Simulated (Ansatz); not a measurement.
**G0W0 on several functionals: NaI (Fm-3m)**

How much of the starting functional survives in the G0W0 gap of NaI (Fm-3m)?

Main program and level: Ansatz 0.2.0; G0W0 on several functionals, plane waves, PAW.

Report form: the programs' logs are mostly left out.

In doubt: masses and optical values from hybrid runs of this build are listed as unsure (steps 3, 4), which bears on the screening that GW takes from such a start.

## (1) Starting point

It takes space group Fm-3m (No. 225, cubic). The conventional cell has a = 6.473 Å, b = 6.473 Å, c = 6.473 Å, α = 90.00°, β = 90.00°, γ = 90.00°. Na has 6 I at 3.24 Å nearest. Nearest to I lie 6 Na at 3.24 Å. Farther neighbours and most contacts between anions are not listed.

The cell and positions come from the Crystallography Open Database and are kept as given unless a step says otherwise. Spin-orbit coupling is left out unless a step names it. The default PAW set here is soft_2. Its files were made with PBE.

## (2) G0W0 on PBE

G0W0 replaces the xc potential by the self-energy, built once from these orbitals. Only a window of levels is corrected, while the sums run over the empty bands that the input names.

This step: G0W0 on PBE, plane waves, PAW.

input.yaml reads:

```yaml
crystal:
  lattice:
    - [0.0, 3.2364, 3.2364]
    - [3.2364, 0.0, 3.2364]
    - [3.2364, 3.2364, 0.0]
  atoms:
    - { symbol: Na, position: [0.0, 0.0, 0.0] }
    - { symbol: I, position: [0.5, 0.5, 0.5] }
kpoints:
  mp_grid: { grid: [4, 4, 4] }
hamiltonian:
  xc: pbe
scf:
  occupations: { method: fixed }
gw:
  n_empty_bands: 202
  ecut_chi: 120
  qp_bands: [v2, c2]
  qp_kpoints: band_edges
  screening: { model: contour_deformation }
```

Run with:

```
$ ansatz run input.yaml --threads 3 --pin off --max-ram 92160MiB --backend cuda --events-out ev --progress --plain --runs-dir out --devices 1 --max-vram 13GiB
```

Elapsed: 7.7 s, on 1 × NVIDIA H100 80GB HBM3 (shared by 6 runs) with 3 threads of AMD EPYC 7R13 (Zen 3), shared host; peak memory 1.1 GiB; 7 s of CPU time.

Numbers from this step:

```
bands summed                                 : 215
RPA ε∞ on this mesh (eigenvalues)            : 3.208, 3.208, 3.208
plane waves in the screening matrix          : 181
q-points in the mesh                         : 64
G0W0 gap on the mesh                         : 5.596 eV
k of the valence top                         : 0, 0, 0
k of the conduction bottom                   : 0, 0, 0
starting gap on the mesh                     : 3.642 eV
Z at the valence top                         : 0.7917
Z at the conduction bottom                   : 0.8329
least direct G0W0 gap on the computed points : 5.596 eV
```

The gap on the mesh goes from 3.64 eV to 5.60 eV, a correction of +1.95 eV. Between the two edge states, bare exchange in place of the xc potential would open the gap by 6.82 eV, and correlation takes back 4.86 eV.

## (3) G0W0 on HSE06

One-shot GW remembers its start. Another functional's orbitals and levels show by how much.

This step: G0W0 on HSE06, plane waves, PAW.

Edit input.yaml of step 2 so:

```diff
@@ -11,3 +11,3 @@
 hamiltonian:
-  xc: pbe
+  xc: hse06
 scf:
```

It took 25 s on 1 × NVIDIA H100 80GB HBM3 (shared by 6 runs) with 3 threads; peak memory 1.2 GiB; 18 s of CPU time.

Numbers from this step:

- bands summed: 215
- RPA ε∞ on this mesh (eigenvalues): 2.796, 2.796, 2.796
- plane waves in the screening matrix: 181
- q-points in the mesh: 64
- G0W0 gap on the mesh: 6.112 eV
- k of the valence top: 0, 0, 0
- k of the conduction bottom: 0, 0, 0
- starting gap on the mesh: 4.676 eV
- Z at the valence top: 0.8185
- Z at the conduction bottom: 0.8537
- least direct G0W0 gap on the computed points: 6.112 eV

Against the run with 4×4×4 mesh, 202 empty bands, screening to 120 eV on PBE, the gap moves by +0.52 eV, while the start moved by +1.03 eV.

## (4) G0W0 on PBE0

This step: G0W0 on PBE0, plane waves, PAW.

Edit input.yaml of step 3 so:

```diff
@@ -11,3 +11,3 @@
 hamiltonian:
-  xc: hse06
+  xc: pbe0
 scf:
```

It took 32 s on 1 × NVIDIA H100 80GB HBM3 (shared by 6 runs) with 3 threads; peak memory 1.2 GiB; 27 s of CPU time.

Numbers from this step:

```
bands summed                                 : 215
RPA ε∞ on this mesh (eigenvalues)            : 2.661, 2.661, 2.661
plane waves in the screening matrix          : 181
G0W0 gap on the mesh                         : 6.327 eV
k of the valence top                         : 0, 0, 0
k of the conduction bottom                   : 0, 0, 0
starting gap on the mesh                     : 5.352 eV
least direct G0W0 gap on the computed points : 6.327 eV
```

Against the run with 4×4×4 mesh, 202 empty bands, screening to 120 eV on HSE06, the gap moves by +0.21 eV, while the start moved by +0.68 eV.

## (5) Side by side

All on the 4×4×4 mesh with 202 empty bands and screening to 120 eV. Times are wall times on 1 × NVIDIA H100 80GB HBM3 (shared by 6 runs) with 3 threads of AMD EPYC 7R13 (Zen 3), shared host, good to a factor of about two.

| start | starting gap (eV) | shift (eV) | G0W0 gap (eV) | RPA ε∞ (harmonic mean) | Z (valence, conduction) | time |
| --- | --- | --- | --- | --- | --- | --- |
| PBE | 3.64 | +1.95 | 5.60 | 3.21 | 0.79, 0.83 | 7.7 s |
| HSE06 | 4.68 | +1.44 | 6.11 | 2.80 | 0.82, 0.85 | 25 s |
| PBE0 | 5.35 | +0.97 | 6.33 | 2.66 | 0.83, 0.86 | 32 s |

How the two edges are built up, in eV (the quasiparticle level is the starting level plus Σx plus Σc less Vxc):

| run | edge | start | Σx | Σc | Vxc | Z | QP |
| --- | --- | --- | --- | --- | --- | --- | --- |
| PBE | valence top | 3.04 | -17.56 | 1.58 | -14.54 | 0.79 | 1.60 |
| PBE | conduction bottom | 6.68 | -5.28 | -3.28 | -9.07 | 0.83 | 7.20 |
| HSE06 | valence top | 2.34 | -17.56 | 1.32 | -15.22 | 0.82 | 1.32 |
| HSE06 | conduction bottom | 7.01 | -5.12 | -3.14 | -8.68 | 0.85 | 7.43 |
| PBE0 | valence top | 1.96 | -17.55 | 1.21 | -15.57 | 0.83 | 1.20 |
| PBE0 | conduction bottom | 7.32 | -5.13 | -3.04 | -8.38 | 0.86 | 7.52 |

For a hybrid start, Vxc holds its share of exact exchange.

## (6) Summary of results

| Quantity | Value |
| --- | --- |
| G0W0@PBE | 5.60 eV (start 3.64 eV) |
| G0W0@HSE06 | 6.11 eV (start 4.68 eV) |
| G0W0@PBE0 | 6.33 eV (start 5.35 eV) |
| known limits | not at the basis limit; no spin-orbit coupling |

**Reading.** The starting gaps span 1.71 eV and the G0W0 gaps 0.73 eV. Between PBE and PBE0, 0.73 eV of the 1.71 eV survives, 43 %. PBE0 screens less than PBE (ε∞ 2.66 against 3.21). Of the 0.73 eV by which its G0W0 gap is higher, the correlation part gives +0.61 eV, and exchange with the one-particle terms, which follow the orbitals, +0.12 eV. The smallest correction, +0.97 eV, is on PBE0, the start nearest to reproducing itself. Bands and cutoff are finite, so the gap is not at the basis limit. The miss can reach some tenths of an eV and take either sign; the mesh is an error of its own. The many-body steps are scalar-relativistic: spin-orbit coupling is not in them.

[Paths, hosts, dates, memory and timing lines, banners, echoed tables and standing remarks are left out of the program output.]

[Logs are printed without paths, hosts, clocks, repeated set-up lines and the standing remarks that a program may print on its own settings, such as how far it seeks lower states.]

[Runs of the session that timed out or met a known fault of the program may be left out.]

[Cells called generated may have been cut or substituted from an entry of the Crystallography Open Database or the Materials Project.]

[Hosts, paths, dates, database ids (printed as entryN), source tags and the programs' standing remarks are cut or masked in the printed files.]
